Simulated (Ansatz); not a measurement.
# Starting-point dependence of the GW gap of LiNbO3 (R3c)

How much of the starting functional survives in the G0W0 gap of LiNbO3 (R3c)?

Program: Ansatz 0.2.0. Level of theory: G0W0 on several functionals, plane waves, PAW. Results are calculated unless marked as measured.

## (1) The starting structure

It takes space group R3c (No. 161, trigonal). Conventional cell: a = 5.152 Å, b = 5.152 Å, c = 13.869 Å, α = 90.00°, β = 90.00°, γ = 120.00°. Nearest to Li lie 6 O at 2.07 to 2.24 Å. Nb has 6 O at 1.88 to 2.13 Å nearest. O has 2 Nb at 1.88 to 2.13 Å and 2 Li at 2.07 to 2.24 Å nearest. Farther neighbours and most contacts between anions are not listed.

As a file:

```cif
data_structure
_symmetry_space_group_name_H-M 'P 1'
_symmetry_Int_Tables_number 1
_cell_length_a 5.4971
_cell_length_b 5.4971
_cell_length_c 5.4971
_cell_angle_alpha 55.883
_cell_angle_beta 55.883
_cell_angle_gamma 55.883
_cell_volume 106.25
loop_
_atom_site_label
_atom_site_type_symbol
_atom_site_fract_x
_atom_site_fract_y
_atom_site_fract_z
_atom_site_occupancy
Li1 Li 0.28150 0.28150 0.28150 1
Li2 Li 0.78150 0.78150 0.78150 1
Nb3 Nb 0.00006 0.00006 0.00006 1
Nb4 Nb 0.50006 0.50006 0.50006 1
O5 O 0.11231 0.35836 0.71959 1
O6 O 0.71959 0.11231 0.35836 1
O7 O 0.35836 0.71959 0.11231 1
O8 O 0.21959 0.85836 0.61231 1
O9 O 0.85836 0.61231 0.21959 1
O10 O 0.61231 0.21959 0.85836 1
```

The cell and positions come from the Crystallography Open Database and are kept as given unless a step says otherwise.

## (2) G0W0 on LDA

Now the one-shot GW correction: screening in the RPA, then the self-energy of the levels asked for. This step takes PAW set soft_1 files.

This step: G0W0 on LDA, plane waves, PAW; PAW set soft_1.

The input, input.yaml:

```yaml
crystal:
  lattice:
    - [2.5758, 1.4871388234, 4.623]
    - [-2.5758, 1.4871388234, 4.623]
    - [0.0, -2.9742776468, 4.623]
  atoms:
    - { symbol: Li, position: [0.2815, 0.2815, 0.2815] }
    - { symbol: Li, position: [0.7815, 0.7815, 0.7815] }
    - { symbol: Nb, position: [5.5e-05, 5.5e-05, 5.5e-05] }
    - { symbol: Nb, position: [0.500055, 0.500055, 0.500055] }
    - { symbol: O, position: [0.11231, 0.35836, 0.71959] }
    - { symbol: O, position: [0.71959, 0.11231, 0.35836] }
    - { symbol: O, position: [0.35836, 0.71959, 0.11231] }
    - { symbol: O, position: [0.21959, 0.85836, 0.61231] }
    - { symbol: O, position: [0.85836, 0.61231, 0.21959] }
    - { symbol: O, position: [0.61231, 0.21959, 0.85836] }
kpoints:
  mp_grid: { grid: [4, 4, 4] }
hamiltonian:
  xc: lda
  pseudopotentials: { kind: paw, azcp: { folder: soft_1 }, xc_functional: pbe }
scf:
  occupations: { method: fixed }
gw:
  n_empty_bands: 241
  ecut_chi: 100
  qp_bands: [v3, c3]
  qp_kpoints: band_edges
  screening: { model: contour_deformation }
```

Run with:

```bash
ansatz run input.yaml --threads 3 --pin off --max-ram 92160MiB --backend cuda --events-out ev --progress --plain --runs-dir out --devices 1 --max-vram 13GiB
```

Numbers of over 12 decimals in the logs are rounded to 6 here.

Log:

```text
GPUs: using 1 of 1 available (devices: 1).
Engine: ansatz 0.2.0, x86_64-unknown-linux-gnu
Pseudopotentials: kind: paw
Pseudopotential: Li, paw, valence charge 3, recommended cutoff 420 eV (normal), soft_1/Li.paw.azcp
Pseudopotential: Nb, paw, valence charge 13, recommended cutoff 420 eV (normal), soft_1/Nb.paw.azcp
Pseudopotential: O, paw, valence charge 6, recommended cutoff 420 eV (normal), soft_1/O.paw.azcp
Functional definition: SPW92
  exchange = slater_x
  correlation = pw_c
device memory: the entry about to start is reckoned to put 2.4 GiB on a device that reports 58.0 GiB free (of which the cap on the GPU budget leaves the run 13.0 GiB)
GPU FFT provider: cuFFT
GPU libraries: cuBLAS 13.8.2, cuFFT 12.4.0, cuSOLVER 12.3.4
Crystal: 10 atoms, lattice volume = 106.252 Å³
Basis set: ecut = 420 eV, 2091 PW (Γ)
Bands: 44, of which v1, the nominal top of the filled ones, is band 34 counted from 1 (33 counted from 0)
Symmetry: 6 space group operations
Space group: R3c (ITA 161), of the structure as read, at distance tolerance 4.7e-5 Å
k-points: 13 of 64 (time reversal used)
Non-local potential: Li, projectors of the file, l = 0: 3, l = 1: 2, l = 2: 1
Non-local potential: Nb, projectors of the file, l = 0: 3, l = 1: 2, l = 2: 2, l = 3: 1
Non-local potential: O, projectors of the file, l = 0: 2, l = 1: 2, l = 2: 1
PAW form: soft (Blöchl's): semilocal exchange-correlation on the pseudo side does not see the compensation charge
PAW frozen core: Nb, regenerated for the run's functional, and the local potential with it (the file was generated under x = pbe(κ = 0.804, μ = 0.219515), c = pbe(β = 0.066725))
PAW frozen core: O, regenerated for the run's functional, and the local potential with it (the file was generated under x = pbe(κ = 0.804, μ = 0.219515), c = pbe(β = 0.066725))
PAW one-centre angular grid: Li, 110 points (default); XC on 64 Gauss nodes
PAW one-centre angular grid: Nb, 590 points (default); XC on 64 Gauss nodes
PAW one-centre angular grid: O, 110 points (default); XC on 64 Gauss nodes
Initial density: superposition of atomic densities (chi_scale 0.1, normalization cell, long waves kept (reshape's long-wave potential 0.00 eV rms))
Initial wavefunctions: pseudopotential atomic-orbital guess
GPU buffer pool allocated for 64000 grid points (all kernels)
GPU transforms: local potential and band sums: pruned to the plane-wave sphere, on 40×40×40
Functional: x = slater, c = lda
SCF iter   1: F=—  HF=-12633.029695 eV  |F-HF|=—  |Δ(HF+E_count)|=         —  Δρ=8.49e-2  dr2=7.71e0  ethr=3.10e-3  ⟨swp⟩=4.0  Hψ=2030  notcnv=0  defer=63
preconditioner: auto → Resta (q_TF=auto, 2.533 Å⁻¹)  ε∞=5.0  [insulator: Δε(μ)=4.820 eV  Ē_g=12.519 eV  n_scr=26 (ndim 8)  ℏωp=25.0 eV  f_vac=0.000  ε∞_Penn≈5.0]
SCF iter   2: F=—  HF=-12631.652944 eV  |F-HF|=—  |Δ(HF+E_count)|=    1.38e0  Δρ=4.44e-2  dr2=8.84e-1  ethr=3.10e-3  ⟨swp⟩=2.0  Hψ=1066  notcnv=0  defer=54
SCF iter   3: F=—  HF=-12631.494209 eV  |F-HF|=—  |Δ(HF+E_count)|=   1.59e-1  Δρ=2.02e-2  dr2=2.83e-1  ethr=1.30e-3  ⟨swp⟩=2.0  Hψ=791  notcnv=0  defer=96
SCF iter   4: F=—  HF=-12631.443677 eV  |F-HF|=—  |Δ(HF+E_count)|=   5.05e-2  Δρ=5.43e-3  dr2=2.31e-2  ethr=4.16e-4  ⟨swp⟩=2.0  Hψ=549  notcnv=0  defer=104
SCF iter   5: F=—  HF=-12631.440203 eV  |F-HF|=—  |Δ(HF+E_count)|=   3.47e-3  Δρ=1.22e-3  dr2=2.27e-3  ethr=3.40e-5  ⟨swp⟩=2.0  Hψ=780  notcnv=0  defer=104
SCF iter   6: F=—  HF=-12631.439827 eV  |F-HF|=—  |Δ(HF+E_count)|=   3.76e-4  Δρ=2.84e-4  dr2=1.07e-4  ethr=3.33e-6  ⟨swp⟩=2.0  Hψ=783  notcnv=0  defer=104
SCF iter   7: F=—  HF=-12631.439819 eV  |F-HF|=—  |Δ(HF+E_count)|=   8.23e-6  Δρ=6.74e-5  dr2=6.53e-6  ethr=1.57e-7  ⟨swp⟩=2.5  Hψ=963  notcnv=0  defer=50
SCF iter   8: F=—  HF=-12631.439818 eV  |F-HF|=—  |Δ(HF+E_count)|=   7.00e-7  Δρ=9.40e-6  dr2=1.19e-7  ethr=9.60e-9  ⟨swp⟩=2.4  Hψ=788  notcnv=0  defer=50
SCF iter   9: F=-12631.439818 eV  HF=-12631.439818 eV  |F-HF|=4.27e-10  |Δ(HF+E_count)|=   1.25e-8  Δρ=1.52e-6  dr2=3.16e-9  ethr=1.47e-10  ⟨swp⟩=9.3  Hψ=1867  notcnv=0
SCF 1 converged in 9 iterations: F = -12631.439818 eV  dr2 = 3.16e-9
  greatest PAW one-centre occupation: 1.000 electrons in one spin orbital (limit 2), on the Li atom at site 0 (counted from 0), in its partial waves of l = 0
device memory: the entry about to start is reckoned to put 3.1 GiB on a device that reports 58.6 GiB free (of which the cap on the GPU budget leaves the run 13.0 GiB)
NSCF: frozen V_eff on 13 k-points
the band table was solved once the SCF had ended and its energy, with any forces and stress, was formed, with the checks that follow a solve (2231 applications of the Hamiltonian). They found nothing against the state; the energy, forces and stress were not computed again (output.eigenvalues in the input reference)
device memory: the entry about to start is reckoned to put 4.8 GiB on a device that reports 58.6 GiB free (of which the cap on the GPU budget leaves the run 13.0 GiB)
NSCF: frozen V_eff on 13 k-points
G₀W₀ screening: q 1/13
[... further progress lines ...]
device memory: the entry about to start is reckoned to put 0.7 GiB on a device that reports 57.2 GiB free (of which the cap on the GPU budget leaves the run 13.0 GiB)
NSCF: frozen V_eff on 1 k-points
device memory: the entry about to start is reckoned to put 0.7 GiB on a device that reports 57.2 GiB free (of which the cap on the GPU budget leaves the run 13.0 GiB)
NSCF: frozen V_eff on 1 k-points
device memory: the entry about to start is reckoned to put 0.7 GiB on a device that reports 57.2 GiB free (of which the cap on the GPU budget leaves the run 13.0 GiB)
NSCF: frozen V_eff on 1 k-points
SCF converged after 9 iterations
Free energy (F): -12631.439818 eV
Harris-Foulkes:  -12631.439818 eV  (|F-HF|=4.27e-10)
Internal energy: -12631.439818 eV  (E = F + TS)
E sigma→0 (E₀):  -12631.439818 eV
Fermi energy:    6.860208 eV
--- Per-component energies (eV) ---
  E_band       = -539.571429
  E_kinetic    = 1784.926197
  E_local      = -4207.123943  (includes V_loc(G=0)·N_el)
  E_nonlocal   = 474.419137
  E_hartree    = 1455.926377
  E_xc         = -770.239013
  E_vxc        = -967.666212  (∫ρ·V_xc dr)
  E_paw        = -6896.872527  (= ΣΔE_a)
  E_vpaw       = -535.984073  (= ΣTr[D̂ρ^β])
  E_aug_tail   = 0.005369  (compensation charges beyond the density's cutoff)
  E_ewald      = -4473.914330
  E_core_change = 1.432916  (= ΣΔE_core)
  E_smearing   = -0.000000  (= −TS)
  E_closure    = 0.000000  (closes the sum)
  Σ components = -12631.439818   (vs F -12631.439818, Δ=0.00e0)
--- Band table (eV; the first three rows and the last of 13) ---
  k-point 0: bands = [... 30 lower, 6.1773, 6.3816, 6.8602, 6.8602, 10.4191, 10.4191, 10.8899, 12.0457, ... 6 higher]
  k-point 1: bands = [... 30 lower, 6.3923, 6.4590, 6.6539, 6.7861, 10.4786, 10.5858, 11.0341, 11.7603, ... 6 higher]
  k-point 2: bands = [... 30 lower, 6.5679, 6.5679, 6.6435, 6.6435, 10.7376, 10.7376, 11.5675, 11.5675, ... 6 higher]
  k-point 12: bands = [... 30 lower, 6.5437, 6.5437, 6.5437, 6.5437, 11.4880, 11.4880, 11.7031, 11.7031, ... 6 higher]
--- G₀W₀: contour deformation, 6 samples at zero and on the imaginary axis and 1 off it, 64 q-points, 241 empty bands' worth ---
  eigenvalues of the whole cell's RPA ε∞ on this k-mesh (on a slab, of 1 + 4πα/V) = 5.0992, 5.3053, 5.3053; static W/v taken at q = 0 is 0.190864
  bands read: the sum over 275 bands ends inside a degenerate multiplet in 3 slots, whose members it reads at an even weight; the widest, k=12: bands 273 to 276 (counted from 1) at 3/4 each
  gw.qp_kpoints: band_edges: 13 of 13 stored k-points solved, in 1 pass; an edge of the gap read off the rows below is read off those points alone
    ik  band        ε_KS         Σx   Σc(E_QP)       V_xc       Z   E_QP_lin       E_QP  E_QP is
     0    32      6.3816   -25.8869     4.8620   -20.7057  0.7347     6.0606     6.0624  root
     0    33      6.8602   -25.6913     4.6516   -20.7979  0.7349     6.6174     6.6184  root
     0    34      6.8602   -25.6913     4.6516   -20.7979  0.7349     6.6174     6.6184  root
     0    35     10.4191   -13.7148    -4.8124   -19.9231  0.7772    11.8426    11.8151  root
     0    36     10.4191   -13.7148    -4.8124   -19.9231  0.7772    11.8426    11.8151  root
     0    37     10.8899   -13.9631    -4.8010   -20.1425  0.7696    12.2984    12.2683  root
     1    32      6.4590   -25.5673     4.6652   -20.6236  0.7339     6.1792     6.1806  root
     1    33      6.6539   -25.3460     4.6551   -20.4193  0.7327     6.3811     6.3823  root
     1    34      6.7861   -25.7319     4.6657   -20.8107  0.7345     6.5297     6.5308  root
     1    35     10.4786   -13.7861    -4.8663   -20.0439  0.7763    11.8978    11.8700  root
     1    36     10.5858   -13.7123    -4.8332   -19.9447  0.7756    12.0136    11.9850  root
     1    37     11.0341   -14.0407    -4.9530   -20.4070  0.7684    12.4803    12.4475  root
     2    32      6.5679   -25.6868     4.6885   -20.7253  0.7346     6.2936     6.2949  root
     2    33      6.6435   -25.6015     4.6965   -20.6290  0.7333     6.3662     6.3675  root
     2    34      6.6435   -25.6015     4.6965   -20.6290  0.7333     6.3662     6.3675  root
     2    35     10.7376   -13.7952    -4.9295   -20.1187  0.7725    12.1615    12.1316  root
     2    36     10.7376   -13.7952    -4.9295   -20.1187  0.7725    12.1615    12.1316  root
     2    37     11.5675   -14.3133    -5.0362   -20.7820  0.7596    13.0379    12.9999  root
     3    32      6.4968   -25.5233     4.7136   -20.5216  0.7319     6.2071     6.2086  root
     3    33      6.5726   -25.5773     4.5699   -20.7586  0.7351     6.3228     6.3238  root
     3    34      6.7820   -25.6742     4.7174   -20.6957  0.7333     6.5198     6.5209  root
     3    35     10.4874   -13.8814    -4.7826   -20.0567  0.7758    11.9078    11.8801  root
     3    36     10.9752   -14.0939    -4.8665   -20.3700  0.7679    12.4172    12.3849  root
     3    37     11.0864   -14.2593    -4.8974   -20.5639  0.7665    12.5266    12.4937  root
[...]
11    36     10.7905   -14.0914    -4.8028   -20.2868  0.7710    12.2128    12.1831  root
    11    37     11.6060   -14.5723    -5.0540   -21.0750  0.7575    13.0945    13.0547  root
    12    32      6.5437   -25.4593     4.6795   -20.5041  0.7324     6.2667     6.2680  root
    12    33      6.5437   -25.4593     4.6795   -20.5041  0.7324     6.2667     6.2680  root
    12    34      6.5437   -25.4593     4.6795   -20.5041  0.7324     6.2667     6.2680  root
    12    35     11.4880   -13.7562    -5.2499   -20.4058  0.7615    12.9241    12.8878  root
    12    36     11.4880   -13.7562    -5.2499   -20.4058  0.7615    12.9241    12.8878  root
    12    37     11.7031   -14.6780    -5.1809   -21.3251  0.7549    13.2122    13.1693  root
```

Elapsed: 14 s, on 1 × NVIDIA H100 80GB HBM3 (shared by 6 runs) with 3 threads of AMD EPYC 7R13 (Zen 3), shared host; peak memory 1.3 GiB.

Numbers from this step:

```
bands summed                                 : 275
RPA ε∞ on this mesh (eigenvalues)            : 5.099, 5.305, 5.305
plane waves in the screening matrix          : 247
q-points in the mesh                         : 64
G0W0 gap on the mesh                         : 5.196 eV
k of the valence top                         : 0, 0, 0
k of the conduction bottom                   : 0, 0.25, -0.5
starting gap on the mesh                     : 3.559 eV
Z at the valence top                         : 0.7349
Z at the conduction bottom                   : 0.7782
least direct G0W0 gap on the computed points : 5.197 eV
```

The gap on the mesh goes from 3.56 eV to 5.20 eV, a correction of +1.64 eV. Between the two edge states, bare exchange in place of the xc potential would open the gap by 11.15 eV, and correlation takes back 9.52 eV.

## (3) G0W0 on PBE

One-shot GW remembers its start. Another functional's orbitals and levels show by how much.

This step: G0W0 on PBE, plane waves, PAW; PAW set soft_1.

input.yaml, as its differences from that of step 2:

```diff
@@ -19,4 +19,4 @@
 hamiltonian:
-  xc: lda
-  pseudopotentials: { kind: paw, azcp: { folder: soft_1 }, xc_functional: pbe }
+  xc: pbe
+  pseudopotentials: { kind: paw, azcp: { folder: soft_1 } }
 scf:
```

Log:

```text
GPUs: using 1 of 1 available (devices: 1).
[...]
GPU FFT provider: cuFFT
GPU libraries: cuBLAS 13.8.2, cuFFT 12.4.0, cuSOLVER 12.3.4
Crystal: 10 atoms, lattice volume = 106.252 Å³
Basis set: ecut = 420 eV, 2091 PW (Γ)
Bands: 44, of which v1, the nominal top of the filled ones, is band 34 counted from 1 (33 counted from 0)
Symmetry: 6 space group operations
[...]
k-points: 13 of 64 (time reversal used)
[...]
GPU buffer pool allocated for 64000 grid points (all kernels)
[...]
SCF iter   1: F=—  HF=-12931.266377 eV  |F-HF|=—  |Δ(HF+E_count)|=         —  Δρ=9.52e-2  dr2=9.94e0  ethr=3.10e-3  ⟨swp⟩=4.0  Hψ=2010  notcnv=0  defer=61
[...]
SCF iter   9: F=-12929.529234 eV  HF=-12929.529234 eV  |F-HF|=2.78e-9  |Δ(HF+E_count)|=   1.64e-7  Δρ=1.91e-6  dr2=4.01e-9  ethr=1.47e-10  ⟨swp⟩=9.2  Hψ=1875  notcnv=0
SCF 1 converged in 9 iterations: F = -12929.529234 eV  dr2 = 4.01e-9
[...]
NSCF: frozen V_eff on 13 k-points
[...]
G₀W₀ screening: q 1/13
[... further progress lines ...]
[...]
SCF converged after 9 iterations
Free energy (F): -12929.529234 eV
[...]
Internal energy: -12929.529234 eV  (E = F + TS)
E sigma→0 (E₀):  -12929.529234 eV
Fermi energy:    7.227932 eV
[...]
--- Band table (eV; the first three rows and the last of 13) ---
  k-point 0: bands = [... 30 lower, 6.5393, 6.7578, 7.2279, 7.2279, 10.8490, 10.8490, 11.3180, 12.4303, ... 6 higher]
  k-point 1: bands = [... 30 lower, 6.7637, 6.8301, 7.0270, 7.1532, 10.8983, 11.0123, 11.4519, 12.1605, ... 6 higher]
  k-point 2: bands = [... 30 lower, 6.9386, 6.9386, 7.0139, 7.0139, 11.1552, 11.1552, 11.9774, 11.9774, ... 6 higher]
  k-point 12: bands = [... 30 lower, 6.9163, 6.9163, 6.9163, 6.9163, 11.9014, 11.9014, 12.0999, 12.0999, ... 6 higher]
[...]
0    32      6.7578   -25.9670     4.9262   -20.5814  0.7352     6.2945     6.2983  root
     0    33      7.2279   -25.7868     4.7317   -20.6816  0.7353     6.8522     6.8545  root
     0    34      7.2279   -25.7868     4.7317   -20.6816  0.7353     6.8522     6.8545  root
     0    35     10.8490   -13.7809    -4.7502   -19.6755  0.7770    12.0113    11.9934  root
     0    36     10.8490   -13.7809    -4.7502   -19.6755  0.7770    12.0113    11.9934  root
     0    37     11.3180   -14.0311    -4.7398   -19.9127  0.7694    12.4798    12.4599  root
     1    32      6.8301   -25.6584     4.7363   -20.5040  0.7344     6.4089     6.4120  root
     1    33      7.0270   -25.4550     4.7426   -20.3005  0.7330     6.6121     6.6151  root
[...]
12    34      6.9163   -25.5578     4.7620   -20.3797  0.7328     6.4971     6.5002  root
    12    35     11.9014   -13.8561    -5.1749   -20.2080  0.7612    13.1031    13.0785  root
    12    36     11.9014   -13.8561    -5.1749   -20.2080  0.7612    13.1031    13.0785  root
    12    37     12.0999   -14.7308    -5.1026   -21.0986  0.7552    13.3956    13.3652  root
```

Run time: 22 s. Hardware: 1 × NVIDIA H100 80GB HBM3 (shared by 6 runs) with 3 threads; peak memory 1.3 GiB.

This step gave:

| Quantity | Value |
| --- | --- |
| bands summed | 275 |
| RPA ε∞ on this mesh (eigenvalues) | 4.966, 5.175, 5.175 |
| plane waves in the screening matrix | 247 |
| q-points in the mesh | 64 |
| G0W0 gap on the mesh | 5.134 eV |
| k of the valence top | 0, 0, 0 |
| k of the conduction bottom | 0, 0.25, -0.5 |
| starting gap on the mesh | 3.619 eV |
| Z at the valence top | 0.7353 |
| Z at the conduction bottom | 0.7780 |
| least direct G0W0 gap on the computed points | 5.139 eV |

Against the run with 4×4×4 mesh, 241 empty bands, screening to 100 eV, PAW set soft_1 files on LDA, the gap moves by −0.06 eV, while the start moved by +0.06 eV.

## (4) G0W0 on r2SCAN

This step: G0W0 on r2SCAN, plane waves, PAW; PAW set soft_1.

input.yaml, as its differences from that of step 3:

```diff
@@ -19,3 +19,3 @@
 hamiltonian:
-  xc: pbe
+  xc: r2scan
   pseudopotentials: { kind: paw, azcp: { folder: soft_1 } }
```

Log:

```text
GPUs: using 1 of 1 available (devices: 1).
[...]
GPU FFT provider: cuFFT
GPU libraries: cuBLAS 13.8.2, cuFFT 12.4.0, cuSOLVER 12.3.4
Crystal: 10 atoms, lattice volume = 106.252 Å³
Basis set: ecut = 500 eV, 2681 PW (Γ), exchange–correlation on 180×180×180 points (64 copies of the dense FFT grid, shifted against one another)
Bands: 44, of which v1, the nominal top of the filled ones, is band 34 counted from 1 (33 counted from 0)
[...]
1    33      6.6405   -25.5150     4.5942   -20.7744  0.7463     6.4938     6.4941  root
[...]
12    34      6.5220   -25.6060     4.6110   -20.8455  0.7461     6.3721     6.3724  root
    12    35     11.9444   -13.8302    -5.1114   -20.0713  0.7719    13.0942    13.0740  root
    12    36     11.9444   -13.8302    -5.1114   -20.0713  0.7719    13.0942    13.0740  root
    12    37     12.1358   -14.6487    -5.0468   -20.9210  0.7670    13.3861    13.3612  root
[key lines of the parts left out:]
SCF converged after 9 iterations
Free energy (F): -12961.446951 eV
Fermi energy:    6.836585 eV
```

The job ended after 19 s (1 × NVIDIA H100 80GB HBM3 (shared by 6 runs) with 3 threads; peak memory 1.6 GiB; 29 s of CPU time).

This step gave:

| Item | Value |
| --- | --- |
| bands summed | 275 |
| RPA ε∞ on this mesh (eigenvalues) | 4.482, 4.681, 4.681 |
| plane waves in the screening matrix | 247 |
| G0W0 gap on the mesh | 5.224 eV |
| k of the valence top | 0, 0, 0 |
| k of the conduction bottom | 0, 0.25, -0.5 |
| starting gap on the mesh | 4.037 eV |
| least direct G0W0 gap on the computed points | 5.232 eV |

Against the run with 4×4×4 mesh, 241 empty bands, screening to 100 eV, PAW set soft_1 files on PBE, the gap moves by +0.09 eV, while the start moved by +0.42 eV.

(Continued in part 2 of 2.)

[Paths, hosts, dates, memory and timing lines, banners, echoed tables and standing remarks are left out of the program output.]

[Logs are printed without paths, hosts, clocks, repeated set-up lines and the standing remarks that a program may print on its own settings, such as how far it seeks lower states.]

[Runs of the session that timed out or met a known fault of the program may be left out.]

[Cells called generated may have been cut or substituted from an entry of the Crystallography Open Database or the Materials Project.]

[Hosts, paths, dates, database ids (printed as entryN), source tags and the programs' standing remarks are cut or masked in the printed files.]
